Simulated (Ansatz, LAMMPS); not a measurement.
# Glassy 53P2O5-24SrO-24Li2O (mol %) (83 atoms): support functions against a reference, part 2 of 2

Wanted: errors and times of a linear-scaling basis for glassy 53P2O5-24SrO-24Li2O (mol %) (83 atoms). A setting counts as converged where the r.m.s. difference of forces stays under 1 % of the r.m.s. force.

Ansatz 0.2.0; Kohn-Sham DFT, PBE, PAW (set soft_2), plane waves.

The cell: 18 P, 4 Sr, 8 Li and 53 O. The quench rate of 20 K/ps far exceeds what a furnace or splat quench reaches. The network of bonds at the start is that of the classical potential that made the cell. The Brillouin zone is sampled at Γ only, in a cell whose shortest periodic width is 10 Å.

So far. Step 4 (Support functions low): Forces differ from the reference by 0.91 meV/Å r.m.s., 0.083 % of their size, well within a tolerance of 1 %; the energy by -4.9 meV/atom. It took 89 s and 13 cycles; the reference's time can't be set against it, since the two runs asked for unlike analyses. Step 5 (Support functions medium): Forces differ from the reference by 0.84 meV/Å r.m.s., 0.076 % of their size, well within a tolerance of 1 %; the energy by -4.9 meV/atom.

**8. What the reference run shows (continued)**

Electrostatic potential energy in the ac plane at fractional y = 0.465, with atoms of P and Sr and Li and O within 0.2 Å of it. With pseudopotentials it is smooth inside the atoms' cores, unlike the true potential.

Ten even steps from '_' (-51 eV) to '@' (11 eV), each cell a mean:
```
%%####@@@@@@@@%%##%%@@@@%%%%%%%%%%%%@@@@@@@@@@@@%%%%%%@@@@
@@@@@@@@@@@@@@@@@@@@%%%%%%%%@@@@@@@@@@@@@@@@@@@@@@@@@@@@@@
@@@@@@@@@@@@@@@@@@%%****##%%@@@@@@@@@@@@@@@@@@@@@@@@@@@@@@
@@@@@@@@@@@@@@@@@@##++++##%%@@@@@@@@@@@@@@@@%%%%@@@@@@@@@@
@@@@@@@@@@@@@@@@@@%%####%%@@@@@@@@@@@@@@@@@@%%%%@@@@@@@@@@
@@@@@@@@@@@@@@@@@@@@@@@@@@@@@@@@@@@@@@@@@@@@@@@@@@@@@@@@@@
@@@@@@%%%%%%%%**==++%%@@@@@@@@@@@@@@@@@@@@@@@@@@@@@@@@@@@@
@@##****====**::__::**@@@@@@@@@@@@@@@@@@@@@@@@@@@@@@@@@@@@
%%++==--____====::==%%@@@@@@@@@@@@@@@@@@@@@@@@@@@@@@@@@@@@
@@%%##==....==##%%@@@@@@@@@@@@@@@@@@@@@@@@@@@@@@@@@@@@@@@@
@@@@%%##****##%%@@@@@@@@@@@@%%%%%%@@@@@@@@@@@@@@@@@@@@@@@@
@@@@@@@@%%%%%%@@@@@@@@@@@@%%**++++##%%@@@@@@@@@@@@@@@@@@@@
@@@@@@@@@@@@@@@@@@@@@@@@%%++..____++%%@@@@@@@@@@@@@@@@@@@@
@@@@@@@@@@@@@@@@@@@@@@@@%%==______--++++##@@@@@@@@@@@@@@@@
@@@@@@@@@@@@@@@@@@@@@@@@##++--..::++::..--##@@@@@@%%##%%@@
@@@@@@@@@@@@@@@@@@@@@@**----**####%%++--==##%%%%%%++--==%%
@@@@@@@@@@@@@@@@@@@@@@##--==##@@@@@@@@%%%%%%%%%%@@##++**@@
@@@@@@@@%%%%@@@@@@@@@@@@%%%%@@@@@@@@@@@@@@@@@@@@@@@@@@@@@@
@@@@@@%%**##%%@@@@@@@@@@@@@@%%%%%%%%@@@@@@@@@@@@@@@@@@@@@@
@@@@%%##++++**%%@@@@@@@@%%##++++**##%%@@@@@@@@@@@@@@@@@@@@
@@@@%%++..__::**%%@@@@%%##==______++%%@@@@@@@@@@%%%%@@@@@@
@@%%##--______++##%%@@%%##::______::##%%@@@@@@%%**++##%%@@
##======::..::==--**%%%%##==______++##%%@@@@@@##==--++%%@@
**----**##**##==--++%%@@%%##++++**##%%@@@@@@@@%%**++**%%@@
```
Columns run along a (10.4 Å; values clipped at the 3rd and 97th percentile), rows up along c (10.4 Å). Atoms in or near the plane, at fractional coordinates: P at (0.18, 0.10), P at (0.53, 0.44), Sr at (0.52, 0.09), Li at (0.86, 0.05), O at (0.29, 0.67).

Mean Löwdin charges: Li +0.76, O -0.85, P +2.22, Sr +1.78 e (they miss 1.7 % of the electrons, so they add up to more than the cell's charge).

**9. Local order**

These statistics describe the geometry on which the runs were made.

Density 2.67 g/cm³, 13.58 Å³ an atom.

g(r), total and by pair (bins of 0.2 Å):

```
r (Å)  total   O-O    O-P  O-Li  O-Sr   P-P  P-Li
 1.40   1.20  0.00   4.32  0.00  0.00  0.00  0.00
 1.60   2.83  0.00  10.24  0.00  0.00  0.00  0.00
 1.80   0.00  0.00   0.00  0.00  0.00  0.00  0.00
 2.00   0.71  0.00   0.00  5.76  0.00  0.00  0.00
 2.20   0.27  0.12   0.00  1.56  0.00  0.00  0.00
 2.40   1.41  3.20   0.00  0.00  1.43  0.00  0.00
 2.60   1.27  2.41   0.07  0.31  3.13  0.00  0.00
 2.80   0.31  0.32   0.06  0.39  1.90  0.00  0.00
 3.00   0.65  0.73   0.26  0.47  0.49  1.75  2.35
 3.20   1.01  1.03   0.27  0.93  0.63  3.94  3.33
 3.40   0.98  1.03   0.68  1.09  0.37  0.23  3.00
 3.60   1.12  1.03   1.54  1.05  0.48  0.00  0.98
 3.80   1.09  0.71   1.88  0.95  0.44  0.37  0.44
 4.00   1.31  0.86   2.33  1.19  1.19  0.35  1.38
 4.20   0.96  0.73   0.91  1.81  1.21  1.41  0.87
 4.40   1.15  1.04   1.00  1.64  1.63  1.86  0.80
 4.60   1.04  0.98   1.06  1.45  0.91  0.78  1.17
 4.80   1.07  1.30   0.98  0.46  1.10  1.69  1.08
 5.00   0.97  1.20   0.64  0.59  1.51  1.56  0.88
```

Bonds by pair of elements; cutoffs follow the first minimum of g(r), held within bounds set by covalent radii, and pairs that aren't listed don't count as bonded:

```
pair A-B  cutoff (Å)  bonds  mean length (Å)  spread (Å)  shortest (Å)  B about A  A about B
     O-P        2.02     73             1.54       0.044          1.48       1.38       4.06
    O-Li        2.43     29             2.06       0.087          1.95      0.547       3.62
    O-Sr        3.08     23             2.67       0.163          2.41      0.434       5.75
```

How many atoms have how many bonded neighbours:

```
element  mean  1   2   3   4  5  6  7
     Li  3.62  0   0   3   5  0  0  0
      O  2.36  3  32  14   4  0  0  0
      P  4.06  0   0   0  17  1  0  0
     Sr  5.75  0   0   0   0  2  1  1
```

Oxygen atoms by the number of network formers (Si, P, Ge, B, Al, As, Ga) bound to them:

```
network formers bound to O  O atoms  per cent
                         0        0         0
                         1       33      62.3
                         2       20      37.7
```

Network units: each former by its oxygen neighbours and how many of them bridge to another former:

```
former  O neighbours  bridging O  atoms
     P             4           1      4
     P             4           2      8
     P             4           3      5
     P             5           5      1
```

Rings of the network by King's shortest-path rule, up to 12 atoms, one path for each pair of neighbours; H, halogens, alkali and alkaline-earth atoms are left out, and the last column divides by all other atoms, bonded or not:

```
ring size (atoms)  rings  per network atom
               10      1             0.014
```

First main peaks of g(r), for some of the pairs, lie near 2.5 Å (O-O), 1.5 Å (O-P), 2.0 Å (O-Li), 2.6 Å (O-Sr), 3.1 Å (P-P) and 3.3 Å (P-Li). Counting bonds as in the table, 62 % of Li atoms have 4, 60 % of O atoms have 2, 94 % of P atoms have 4 and 50 % of Sr atoms have 5 bonded neighbours. 38 % of the oxygens bridge two formers (P) and 62 % are non-bridging. The commonest P unit has 4 oxygens, 2 of them shared with other formers (8 of 18 atoms). All rings counted have 10 atoms.

A closer look about O50, picked at random: 10 atoms, nearest first, numbered in the order of the input, with positions taken from that point.

```
atom      x      y      z  distance (Å)  bonds  Löwdin charge (e)     Fx     Fy  Fz (eV/Å)
 O50   0.00   0.00   0.00          0.00      2              -0.72   1.53   0.93       0.88
 P12   0.89   0.06   1.26          1.55      4               2.24  -1.68  -1.17       3.94
 P18  -0.95  -0.20  -1.24          1.57      4               2.19  -1.37  -0.39      -1.90
 O83   2.18  -0.72   0.86          2.45      2              -0.73   1.03  -1.18      -1.68
 O66  -2.31  -0.64  -0.75          2.51      3              -0.96  -1.46  -0.19       0.65
 O64  -0.97   1.04  -2.08          2.52      2              -0.94   0.32   1.54      -0.62
 O74   0.26  -0.64   2.42          2.52      1              -0.86   0.27  -0.07      -0.45
 O63  -0.42  -1.34  -2.10          2.53      4              -0.99   1.00  -1.76      -1.40
 O46   1.61   1.34   1.81          2.77      2              -0.74  -1.15   0.07      -1.66
 O54  -0.97   1.86   1.82          2.78      2              -0.88  -0.12   0.31      -0.25
```

The column of bonds counts only the pairs O-P within 2.02 Å, O-Li within 2.43 Å, O-Sr within 3.08 Å; other neighbours, such as metal atoms beside each other in a compound, aren't counted, and periodic images can show an atom twice.

**10. What came out**

```yaml
free_energy_per_atom: -717.3235 eV/atom
pressure: 2.478 GPa
r_m_s_force_component: 1.102 eV/Å
spacing_of_highest_filled_and_lowest_empty_level: 2.396 eV
wall_time_of_the_3_dft_runs: 3.3 min
```

What this shows: Against plane waves at 420 eV, the forces differ by 0.84 meV/Å (0.076 %) with support functions medium. At 83 atoms the fastest of the runs at a preset level, support functions low, takes roughly 5.8 times the time of plane waves (whose run also made extra analyses, so the like-for-like ratio is larger), in 13 SCF cycles against 9. Differences between support functions and plane waves include what basis error the plane-wave run still has.

The highest filled and lowest empty levels differ by 2.40 eV (at Γ alone); a semilocal functional tends to put such gaps too low. In a disordered cell it changes from sample to sample, and tail or defect levels can set it. Counting bonds as in the table, 62 % of Li atoms have 4, 60 % of O atoms have 2, 94 % of P atoms have 4 and 50 % of Sr atoms have 5 bonded neighbours. 38 % of the oxygens bridge two formers (P) and 62 % are non-bridging.

**Limits.** The geometry was minimised with a classical potential after classical dynamics and isn't relaxed at this level: its force components are 1.1 eV/Å r.m.s. The pressure of 2.5 GPa belongs to a cell and atoms that aren't relaxed at this level.

[Logs are printed without paths, hosts, clocks, repeated set-up lines and the standing remarks that a program may print on its own settings, such as how far it seeks lower states.]

[Hosts, paths, dates, database ids (printed as entryN), source tags and the programs' standing remarks are cut or masked in the printed files.]
